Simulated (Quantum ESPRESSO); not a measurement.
# Core-hole calculation of the Zn K edge in ZnCu (Pm-3m), part 4 of 4

What does one-electron theory with a core hole give for the Zn K edge of ZnCu (Pm-3m)?

Quantum ESPRESSO 7.5; X-ray absorption near-edge structure, plane-wave PAW PBE, one-electron final states by a Lanczos continued fraction.

So far. Step 7 (Spectrum with XCH, Zn atom 1): The total-energy difference is 9696.10 eV. One term is added: -30.96 eV, since the hole is spin-paired here and a spin-polarised one costs that much less in the free atom (computed apart). The photon energy is then 9665.14 eV. The tabulated edge of the element is 9659 eV. The functional leaves an error of a few eV in such absolute values. Step 11 (Spectrum with FCH, Zn atom 1): Against the first run the r.m.s. difference is 2 %.

### 13. Supercell with HCH, Zn atom 1

Level of this step: plane-wave PAW DFT, PBE, scalar-relativistic, self-consistent field (Quantum ESPRESSO).

The holes are 5.9 Å apart. Half a hole is Slater's transition state, a compromise that weakens the attraction.

Changed against the first core-hole run: core hole from full to half.

The input, scf.in:

```
&control
   calculation='scf', prefix='x', pseudo_dir='../pp', outdir='tmp', tprnfor=.true.
/
&system
   ibrav=0, nat=16, ntyp=3, nbnd=114
   ecutwfc=62, ecutrho=400
   occupations='smearing', smearing='mv', degauss=0.015
   tot_charge=0.5
/
&electrons
   conv_thr=1.6e-07, electron_maxstep=120
   mixing_beta=0.5
/
ATOMIC_SPECIES
Zn0 1.0 Zn.pbe-dn-kjpaw-1shch.UPF
Zn 1.0 Zn.pbe-dn-kjpaw.UPF
Cu 1.0 Cu.pbe-dn-kjpaw.UPF
CELL_PARAMETERS angstrom
  5.89000000 0.00000000 0.00000000
  0.00000000 5.89000000 0.00000000
  0.00000000 0.00000000 5.89000000
ATOMIC_POSITIONS crystal
Zn0  0.25000000 0.25000000 0.25000000
Zn   0.25000000 0.25000000 0.75000000
Zn   0.25000000 0.75000000 0.25000000
Zn   0.75000000 0.25000000 0.25000000
Zn   0.25000000 0.75000000 0.75000000
Zn   0.75000000 0.25000000 0.75000000
Zn   0.75000000 0.75000000 0.25000000
Zn   0.75000000 0.75000000 0.75000000
Cu   0.00000000 0.00000000 0.00000000
Cu   0.00000000 0.00000000 0.50000000
Cu   0.00000000 0.50000000 0.00000000
Cu   0.50000000 0.00000000 0.00000000
Cu   0.00000000 0.50000000 0.50000000
Cu   0.50000000 0.00000000 0.50000000
Cu   0.50000000 0.50000000 0.00000000
Cu   0.50000000 0.50000000 0.50000000
K_POINTS automatic
5 5 5 0 0 0
```

Launch:

```
$ OMP_NUM_THREADS=1 mpirun --oversubscribe --bind-to none -np 4 pw.x -nk 4 -in scf.in > scf.out
```

Output:

```text
     [... banner and references ...]
[banner, memory and clock lines left out]
using ibrav=0 with symmetry is DISCOURAGED, use correct ibrav instead

     G-vector sticks info

     bravais-lattice index     =            0
     lattice parameter (alat)  =      11.1305  a.u.
     unit-cell volume          =    1378.9308 (a.u.)^3
     number of atoms/cell      =           16
     number of atomic types    =            3
     number of electrons       =       184.00
     number of Kohn-Sham states=          114
     kinetic-energy cutoff     =      62.0000  Ry
     charge density cutoff     =     400.0000  Ry
     scf convergence threshold =      1.6E-07
     mixing beta               =       0.5000
     number of iterations used =            8  plain     mixing
     Exchange-correlation= SLA  PW   PBX  PBC
                           (   1   4   3   4   0   0   0)

     celldm(1)=  11.130487  celldm(2)=   0.000000  celldm(3)=   0.000000
     celldm(4)=   0.000000  celldm(5)=   0.000000  celldm(6)=   0.000000

     crystal axes: (cart. coord. in units of alat)
               a(1) = (   1.000000   0.000000   0.000000 )
               a(2) = (   0.000000   1.000000   0.000000 )
               a(3) = (   0.000000   0.000000   1.000000 )

     reciprocal axes: (cart. coord. in units 2 pi/alat)
               b(1) = (  1.000000  0.000000  0.000000 )
               b(2) = (  0.000000  1.000000  0.000000 )
               b(3) = (  0.000000  0.000000  1.000000 )

     PseudoPot. #1 for Zn:     Pseudo is Projector augmented-wave + core cor, Zval = 12.5

     PseudoPot. #2 for Zn:     Pseudo is Projector augmented-wave + core cor, Zval = 12.0

[...]
iteration # 10     ecut=    62.00 Ry     beta= 0.50
     Davidson diagonalization with overlap
     ethr =  1.19E-10,  avg # of iterations =  2.2

     End of self-consistent calculation

          k = 0.0000 0.0000 0.0000 ( 11363 PWs)   bands (ev):

     1.7268   1.7268   1.7268   1.7503   1.7503   2.2700   4.7730   4.8133
     4.8133   4.8133   4.9324   4.9324   4.9904   4.9904   5.0458   5.1330
     5.1330   5.1330   5.1403   5.1403   5.1774   5.3759   5.3759   5.3759
[...]
14.7292  14.7292  14.7292  16.4243  16.9660  16.9660  16.9660  17.1421
    17.1421  17.1421  18.7962  18.8442  18.8442  18.8442  23.8394  24.1250
    24.1252  24.1253

     [... bands of 9 further k-points ...]

     the Fermi energy is    12.7652 ev

!    total energy              =   -3659.05476929 Ry
     total all-electron energy =    -54864.240573 Ry
     estimated scf accuracy    <       0.00000002 Ry
     smearing contrib. (-TS)   =      -0.00275142 Ry
     internal energy E=F+TS    =   -3659.05201787 Ry

     The total energy is F=E-TS. E is the sum of the following terms:
     one-electron contribution =    -657.78549564 Ry
     hartree contribution      =     599.79140911 Ry
     xc contribution           =    -735.72040751 Ry
     ewald contribution        =   -1392.92791781 Ry
     one-center paw contrib.   =   -1472.40960603 Ry

     convergence has been achieved in  10 iterations

     Forces acting on atoms (cartesian axes, Ry/au):

     atom    1 type  1   force =     0.00000000    0.00000000    0.00000000
     atom    2 type  2   force =     0.00000000    0.00000000    0.00000000
     atom    3 type  2   force =     0.00000000    0.00000000    0.00000000
[...]
atom   15 type  3   force =     0.00067731    0.00067731   -0.00067731
     atom   16 type  3   force =     0.00067731    0.00067731    0.00067731

     Total force =     0.003318     Total SCF correction =     0.000120

     XML data file, charge density, pseudopotentials, collected wavefunctions
```

It took 2.3 min on 4 MPI ranks of Intel Xeon Platinum 8259CL at 2.50GHz (Skylake/Cascade Lake), shared host; peak memory 0.43 GiB.

Energy with the hole: -746466.021 eV, cores included.

### 14. Spectrum with HCH, Zn atom 1

Changed against the first core-hole run: core hole from full to half.

The input, xspectra.in:

```
&input_xspectra
   calculation='xanes_dipole', edge='K'
   prefix='x', outdir='tmp', xiabs=1, xe0=12.7652
   xonly_plot=.false., x_save_file='xanes.sav'
   xniter=3000, xcheck_conv=20, xerror=0.005
   xcoordcrys=.false., xepsilon(1)=1, xepsilon(2)=0, xepsilon(3)=0
/
&plot
   xnepoint=413, xemin=-10, xemax=45, terminator=.true., cut_occ_states=.true.
   xgamma=0.4
/
&pseudos
   filecore='../Zn.wfc'
/
&cut_occ
   cut_desmooth=0.1, cut_stepl=0.05, cut_stepu=0.05, cut_ierror=1e-5
/
4 4 4 0 0 0
```

Launch:

```
$ OMP_NUM_THREADS=1 mpirun --oversubscribe --bind-to none -np 4 xspectra.x -nk 4 -in xspectra.in > xspectra.out
```

Output:

```text
     [... banner and references ...]
Reading input_file

     calculation: xanes_dipole

     xepsilon  [cartesian coordinates]:   1.000000   0.000000   0.000000

     xonly_plot: FALSE
        => complete calculation: Lanczos + spectrum plot

     filecore (core-wavefunction file): ../Zn.wfc

     main plot parameters:
        cut_occ_states: TRUE
        gamma_mode:  constant
        -> using xgamma [eV]:  0.40
        xemin [eV]: -10.00
        xemax [eV]:  45.00
        xnepoint:  413
        xe0 [eV]:  12.765200 (energy zero read in input file)

[...]
Results of STEP 1 successfully written in x_save_file
     x_save_file name:
     ->  xanes.sav
     x_save_file version:  2

     ... End STEP 1 ...

     ... Begin STEP 2 ...

     The spectrum is calculated using the following parameters:
        xe0 [eV]:   12.7652
        the occupied states are elimintate from the spectrum
        xemin [eV]: -10.00
        xemax [eV]:  45.00
        xnepoint:  413
        constant broadening parameter [eV]:    0.400
        Core level energy [eV]:  -9659.
         (from electron binding energy of neutral atoms in X-ray data booklet)

     Cross-section successfully written in xanes.dat

     ... End STEP 2 ...

                                END JOB XSpectra
```

It took 4 min on 4 MPI ranks; peak memory 0.25 GiB.

| E (eV) | first run | this run |
| --- | --- | --- |
| -2.0 | 0.10 | 0.10 |
| -1.0 | 0.16 | 0.14 |
| 0.0 | 0.30 | 0.26 |
| 1.0 | 0.50 | 0.43 |
| 2.0 | 0.55 | 0.49 |
| 3.0 | 0.68 | 0.59 |
| 4.0 | 0.91 | 0.77 |
| 5.0 | 1.08 | 0.92 |
| 6.0 | 1.15 | 1.05 |
| 7.0 | 1.19 | 1.11 |
| 8.0 | 1.18 | 1.16 |
| 9.0 | 1.13 | 1.15 |
| 10.0 | 1.06 | 1.09 |
| 11.0 | 1.14 | 1.13 |
| 12.0 | 1.12 | 1.18 |
| 13.0 | 1.12 | 1.14 |
| 14.0 | 1.29 | 1.27 |
| 15.0 | 1.27 | 1.39 |
| 16.0 | 1.12 | 1.29 |
| 17.0 | 1.01 | 1.14 |
| 18.0 | 0.98 | 1.07 |
| 19.0 | 0.94 | 1.03 |
| 20.0 | 0.90 | 0.99 |
| 21.0 | 0.87 | 0.95 |
| 22.0 | 0.90 | 0.95 |
| 23.0 | 0.97 | 1.00 |
| 24.0 | 1.04 | 1.08 |
| 25.0 | 1.04 | 1.11 |
| 26.0 | 1.01 | 1.09 |
| 27.0 | 0.99 | 1.07 |
| 28.0 | 1.01 | 1.08 |
| 29.0 | 1.08 | 1.12 |
| 30.0 | 1.16 | 1.19 |
| 31.0 | 1.17 | 1.25 |
| 32.0 | 1.13 | 1.25 |

Against the first run the r.m.s. difference is 8 %. The highest intensity below 24 eV goes from 14.4 eV (1.33) to 15.0 eV (1.39).

### 15. What the core hole does

Both curves are counted from their own zero, so only the shift of weight within the empty states shows.

| E (eV) | no hole | XCH |
| --- | --- | --- |
| -2.0 | 0.09 | 0.10 |
| -1.0 | 0.13 | 0.16 |
| 0.0 | 0.23 | 0.30 |
| 1.0 | 0.38 | 0.50 |
| 2.0 | 0.44 | 0.55 |
| 3.0 | 0.53 | 0.68 |
| 4.0 | 0.68 | 0.91 |
| 5.0 | 0.82 | 1.08 |
| 6.0 | 0.95 | 1.15 |
| 7.0 | 1.04 | 1.19 |
| 8.0 | 1.10 | 1.18 |
| 9.0 | 1.13 | 1.13 |
| 10.0 | 1.11 | 1.06 |
| 11.0 | 1.13 | 1.14 |
| 12.0 | 1.20 | 1.12 |
| 13.0 | 1.17 | 1.12 |
| 14.0 | 1.26 | 1.29 |
| 15.0 | 1.43 | 1.27 |
| 16.0 | 1.43 | 1.12 |
| 17.0 | 1.28 | 1.01 |
| 18.0 | 1.17 | 0.98 |
| 19.0 | 1.11 | 0.94 |
| 20.0 | 1.09 | 0.90 |
| 21.0 | 1.05 | 0.87 |
| 22.0 | 1.03 | 0.90 |
| 23.0 | 1.06 | 0.97 |
| 24.0 | 1.14 | 1.04 |
| 25.0 | 1.18 | 1.04 |
| 26.0 | 1.17 | 1.01 |
| 27.0 | 1.16 | 0.99 |
| 28.0 | 1.16 | 1.01 |
| 29.0 | 1.19 | 1.08 |
| 30.0 | 1.24 | 1.16 |
| 31.0 | 1.31 | 1.17 |
| 32.0 | 1.35 | 1.13 |

With each curve scaled to its own mean, the area from −2 to 6 eV with the hole is 4.8 against 3.7, and the centre of weight from −1 to 20 eV moves by -0.8 eV: the hole pulls the absorber's empty states down.

### 16. Runs not followed above

These runs aren't followed: redraws of a spectrum that repeat one shown, runs with a planted fault or a state judged unsound, or a program's part that gave no sound spectrum.

| program | step | status | elapsed |
| --- | --- | --- | --- |
| Quantum ESPRESSO | no core hole, redrawn | converged | 5.5 s |
| Quantum ESPRESSO | spectrum with XCH, redrawn | converged | 1.6 s |

### 17. Outcome

```json
{
  "absorber and edge": "Zn K, atom 1 of the ground-state input (counted from 1)",
  "surroundings": "8 Cu at 2.55 Å and 6 Zn at 2.94 Å (cube and octahedron, as in bcc, site symmetry m-3m)",
  "highest intensity below 24 eV": "14.4 eV above the zero, height 1.33",
  "photon energy of the zero, with the added terms": "9665.1 eV (raw 9696.1 eV; uncertain by a few eV)"
}
```

In words: The Zn K edge of atom 1, with 8 Cu at 2.55 Å and 6 Zn at 2.94 Å (cube and octahedron, as in bcc, site symmetry m-3m), has its highest intensity of the first 24 eV at 14.4 eV above the zero, near 9680 eV in photon energy (uncertain by a few eV), 1.3 times the mean level of the first 20 eV (Lorentzian half width 0.83 eV up to 4 eV, rising linearly to 1.75 eV at 25 eV (not a setting of the program: the run's 0.4 eV curve was folded afterwards with a further Lorentzian)). With each curve scaled to its own mean, the area from −2 to 6 eV with the hole is 4.8 against 3.7, and the centre of weight from −1 to 20 eV moves by -0.8 eV: the hole pulls the absorber's empty states down. The quadrupole part peaks at 20.7 eV with 0.2 % of the dipole spectrum's mean level. Changing the core hole to FCH alters the shape by 2 % r.m.s., so the result is insensitive to this choice. Changing the core hole from full to half alters the shape by 8 % r.m.s., a modest effect on the whole. The holes are only 5.9 Å apart, so the shape is probably not converged with cell size; no larger cell was run here. The structure is a published determination, not relaxed.

[Banner, clock and machine lines of the logs are left out without a mark of their own.]

[Logs are printed without paths, hosts, clocks, repeated set-up lines and the standing remarks that a program may print on its own settings, such as how far it seeks lower states.]

[Hosts, paths, dates, database ids (printed as entryN), source tags and the programs' standing remarks are cut or masked in the printed files.]

[Lists of maxima count a maximum above −3 eV only where it reaches 4 % of the highest in the window and stands out from its surroundings by 2 % of it (1.5 % where it reaches 55 %); shoulders and weaker maxima are passed over, and of the rest the first, up to two pre-edge ones and the few strongest are named.]
